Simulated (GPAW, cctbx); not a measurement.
# Mg2As2Pb: deformation density and structure factors from DFT

Question: by how much does bonding change the X-ray structure factors of Mg2As2Pb, how firmly does DFT give the change, and what does a routine refinement make of it?

The cell comes from substitution in a known structure type and wasn't matched to any measured phase. All numbers below are calculated.

**1. Relax the structure**

The density hangs on the geometry, so cell and atoms are relaxed first, with the symmetry held. The cutoff is set higher than for the density because stress converges slowly with plane waves.

Settings: GPAW 26.7.0, PBE, 570 eV, 5×5×3 k-points (along the axes of the calculation cell), Fermi–Dirac width 0.1 eV, BFGS to 0.03 eV/Å.

```text
cell
1.0
     4.299000000    0.000000000    0.000000000
    -2.149500000    3.723043211    0.000000000
     0.000000000    0.000000000    7.112000000
Pb As Mg
1 2 2
Direct
0.000000000 0.000000000 0.000000000
0.666666667 0.333333333 0.748000000
0.333333333 0.666666667 0.252000000
0.666666667 0.333333333 0.366600000
0.333333333 0.666666667 0.633400000
```

```console
$ OMP_NUM_THREADS=1 mpirun -n 4 gpaw python run.py > gpaw.log
```

```text
BFGS:    0      -18.362665        0.902602
BFGS:    1      -18.391776        0.830363
BFGS:    2      -18.562116        0.085266
BFGS:    3      -18.564096        0.085747
...
BFGS:    7      -18.566845        0.042655
BFGS:    8      -18.566895        0.030349
BFGS:    9      -18.566910        0.025673
cell  4.4569 4.4569 7.2670  90.00 90.00 120.00
volume 125.012 A^3, largest force 0.013 eV/A, largest stress 0.16 GPa
```

After 9 steps the volume has changed by +9.8 % and the energy by -0.204 eV; the largest stress left is 0.16 GPa. It took 49 s on 4 cores of Intel(R) Xeon(R) Platinum 8488C (Sapphire Rapids) (shared host), peak memory 1.1 GiB.

Relaxed structure: P-3m1 (no. 164), a = 4.4569 Å, b = 4.4569 Å, c = 7.2670 Å, α = 90.00°, β = 90.00°, γ = 120.00°.

| atom | mult. | x | y | z |
| --- | --- | --- | --- | --- |
| Pb1 | 1 | 0 | 0 | 0 |
| As1 | 2 | 2/3 | 1/3 | 0.7403 |
| Mg1 | 2 | 2/3 | 1/3 | 0.3628 |

**2. Density and charge transfer**

X-rays see the whole electron density, so the PAW density is rebuilt with its core regions. Subtracting spherical free atoms from the same code cancels the cores and leaves the deformation density Δρ, the part due to bonding.

Settings: PBE, 450 eV, 6×6×3 k-points (along the axes of the calculation cell), Fermi–Dirac width 0.1 eV; primitive cell of 5 atoms.

```console
$ OMP_NUM_THREADS=1 mpirun -n 4 gpaw python run.py > gpaw.log
```

```text
|iter:   1|       0s |  -19.289702 | -0.02 |       |
|iter:   2|       1s |  -19.100785 | -1.90 | -1.15 |
|iter:   3|       1s |  -18.501586 | -1.42 | -1.20 |
...
|iter:   7|       4s |  -18.506948c| -5.47 | -3.43 |
|iter:   8|       4s |  -18.506952c| -6.42 | -3.84 |
|iter:   9|       5s |  -18.506952c| -7.49c| -4.61c|
```

```text
grid (48, 48, 72)  electrons 172.000  moved by bonding 1.074 e
deformation density beyond 0.5 A of the nuclei: max 0.073, min -0.053 e/A^3
atom        x       y       z   Voronoi charge  moment
Pb1    0.0000  0.0000  0.0000      0.289       0.00
As2    0.6667  0.3333  0.7403     -0.412       0.00
As3    0.3333  0.6667  0.2597     -0.412       0.00
Mg4    0.6667  0.3333  0.3628      0.267       0.00
Mg5    0.3333  0.6667  0.6372      0.267       0.00
mean inner potential of superposed free atoms 14.467 V
total magnetic moment 0.000 muB
```

Deformation density in a plane through the shortest contact of the As atom at the origin, in 0.01 e/Å³ (clipped at ±99); x from -1.6 to 4.3 Å, y from 2.4 down to -2.4 Å:

```text
  0   .   .  -2  -5  -3  -2  -1  -1  -1  -1  -1  -2  -3  -3   0
 -3   0   0  -3  -3  -2  -1  -1  -1  -1  -1  -1  -1  -1  -2  -3
 -3  -3  -1   2   2   1   0   0  -1  -2  -2  -1   0   0   0  -2
 -1   1   4   7   5   3   2   1  -1  -3  -4  -3  -1   0   0  -1
  0   3   6   6   2   1   2   3   0  -3  -5  -4  -3  -2  -1  -1
  1   3   2  -2   .  -3   2   6   2  -3   0   .  -1  -4  -3  -2
  1   3   1   .   .   .   3   7   4  -2   .   .   .  -5  -4  -2
  1   3   2  -2   .  -3   3   6   2  -3   0   .  -1  -4  -3  -1
  1   3   4   3   1   1   3   3   1  -3  -4  -2   0   1   1   0
  0   1   2   3   3   3   2   1   0  -1  -1   2   5   6   4   2
 -1   0   1   1   2   1   0  -1  -1   0   1   4   7   5   2   2
 -1  -1  -1  -1  -1  -1  -2  -2  -1   0   2   3   2  -3  -3   0
 -1  -1  -1  -2  -2  -2  -3  -3  -2   0   2   2  -2   .   .  -2
```

Atoms in or within 0.15 Å of the plane: As (0.0, 0.0), Mg (2.7, 0.0) Å. Dots mark points within about 0.45 Å of a nucleus; large values next to them are atomic features.

As gains most (-0.41 e) and Pb loses most (+0.29 e), which isn't the order of electronegativity: valence and coordination count too, and Voronoi cells cut space at the midplane whatever the atoms' sizes. Such charges fall far short of formal ones, since overlapping free atoms already put density on their neighbours. Along the shortest contact from the As atom at the map's origin, As–Mg at 2.68 Å, Δρ is +0.06 e/Å³ at the midpoint and highest, +0.07, 1.13 Å from As (points within 0.5 Å of a nucleus left out): a modest build-up. At the midpoints of other shortest contacts it is +0.02 (Pb–As, 3.19 Å) and 0.00 (Mg–Mg, 3.25 Å) e/Å³. Point values carry grid noise of about 0.01 e/Å³. The run needed 9 iterations, 11 s.

**3. From the density to structure factors**

The Fourier components of Δρ, added to those of the free atoms, give the static X-ray structure factors; the Mott–Bethe relation turns them into the Fourier components V of the potential that fast electrons feel.

```text
static structure factors of the conventional cell: F in electrons, V (Mott-Bethe) in volts
   h  k  l      d  |F| table  |F| free   |F| DFT   change   |V| free  |V| DFT  change %
   0  0  1  7.2670    61.351    61.247    61.212   -0.035     2.119    2.186      3.2
   1  0  0  3.8598    36.236    36.132    35.881   -0.250     0.474    0.611     28.8
   0  0  2  3.6335    14.432    14.337    13.880   -0.457     0.729    0.508    -30.4
   1  0  1  3.4088    45.269    45.226    44.827   -0.399     2.271    2.441      7.5
   1  0 -1  3.4088   118.483   118.448   118.883    0.435     6.243    6.058     -3.0
   1  0  2  2.6457    88.670    88.667    88.804    0.136     3.684    3.649     -1.0
   1  0 -2  2.6457   107.837   107.811   107.702   -0.108     5.732    5.760      0.5
   0  0  3  2.4223    93.192    93.147    93.158    0.011     4.581    4.578     -0.1
   1  1  0  2.2284   134.984   134.921   134.694   -0.227     6.751    6.793      0.6
   1  1  1  2.1305    52.915    52.924    52.926    0.002     1.567    1.567     -0.0
   1  0  3  2.0518   103.962   103.916   103.744   -0.172     4.480    4.506      0.6
   1  0 -3  2.0518     5.232     5.289     5.491    0.202     1.029    1.061      3.0
   2  0  0  1.9299    32.772    32.814    33.133    0.319     0.572    0.528     -7.6
   1  1  2  1.8996    14.555    14.617    14.896    0.279     0.236    0.273     15.6
```

The largest X-ray change is -0.46 e on 002, 3.2 % of |F|. For electrons V goes as (Z − F)/g², so a change of F counts against Z − F, which is small at low angle and wherever the atoms' terms cancel: |V| of 002 moves by -30.4 % (0.73 to 0.51 V) against -3.2 % in |F|. The last three rows still change by up to 0.32 e; the table stops while the angles are still low. The tabulated Hartree–Fock atoms differ from the free DFT atoms by up to 0.10 e, so the choice of reference atom matters too.

**4. The functional ladder**

The same geometry is run with other functionals, to see whether the bonding signal is larger than the spread between approximations. Free atoms are LDA for LDA and PBE otherwise; meta-GGAs and hybrids keep PBE cores. Any other changed setting is in the row's label.

| run | ΔF 002 (e) | ΔF 1 0 -1 (e) | ΔF 101 (e) | q(As) (e) | moved (e) | time |
| --- | --- | --- | --- | --- | --- | --- |
| PBE | -0.457 | +0.435 | -0.399 | -0.412 | 1.074 | 11 s |
| LDA | -0.439 | +0.420 | -0.393 | -0.396 | 1.030 | 11 s |
| SCAN | -0.493 | +0.522 | -0.442 | -0.458 | 1.178 | 24 s |

At the base's settings ΔF(002) spans -0.493 to -0.439 e, a spread of 12 % of the PBE value; over the three listed reflections the spread is at most 23 %, so sign and size hold across the functionals. Times are from shared hosts.

**5. What a spherical-atom refinement makes of it**

Routine crystallography fits spherical atoms. To see the bias, intensities are simulated from tabulated atoms plus the DFT change ΔF, so that bonding alone can misfit (8172 reflections of the full sphere, merged to the counts below, to 0.4 Å, 1 % proportional noise plus counting noise, assumed isotropic U as listed, Δρ smeared by the mean U) and refined with cctbx over different ranges.

| range | data | R1 | GooF | U Pb1 (true 0.0028) | U As1 (true 0.0041) | U Mg1 (true 0.0056) | largest shift (Å) | Δρ max, min (e/Å³) |
| --- | --- | --- | --- | --- | --- | --- | --- | --- |
| all data | 828 | 0.0032 | 0.98 | 0.0028 | 0.0041 | 0.0056 | 0.0005 | 0.41, -0.38 |
| low resolution, d > 0.84 | 109 | 0.0027 | 1.13 | 0.0028 | 0.0041 | 0.0056 | 0.0003 | 0.14, -0.15 |
| high order, d < 0.75 | 682 | 0.0033 | 0.96 | 0.0028 | 0.0041 | 0.0056 | 0.0007 | 0.29, -0.43 |
| occupancies free, d > 0.7 | 177 | 0.0026 | 1.04 | 0.0028 | 0.0040 | 0.0055 | 0.0001 | 0.18, -0.22 |

With all data GooF is 0.98, so at this noise the bonding hardly shows; the top residual peak lies 2.43 Å from Pb and 2.58 Å from Mg. No U is off by more than 3 s.u. at low resolution. With Pb1 held at 1 and the scale free, the other occupancies refine to As1 0.998(0.001) and Mg1 0.996(0.003), within three s.u. of full.

**6. Answer**

Bonding moves 1.07 e in the primitive cell of Mg2As2Pb and changes the structure factors of the conventional cell in the table above by at most 0.46 e (002, 3.2 %), and among reflections above 2 % of the strongest by up to 3.8 % (1 0 -3). The shortest bond, As–Mg, has Δρ = +0.06 e/Å³ at its midpoint. At the base's settings ΔF(002) spans -0.493 to -0.439 e, a spread of 12 % of the PBE value; over the three listed reflections the spread is at most 23 %, so sign and size hold across the functionals. With all data GooF is 0.98, so at this noise the bonding hardly shows. Limits: static density, frozen cores, no spin–orbit coupling.

[Outputs are excerpts: Python notices, other lines and further rows are left out; steps that failed or that the build refused (PBEsol, TPSS) are not shown.]

[Logs are printed without paths, hosts, clocks, repeated set-up lines and the standing remarks that a program may print on its own settings, such as how far it seeks lower states.]
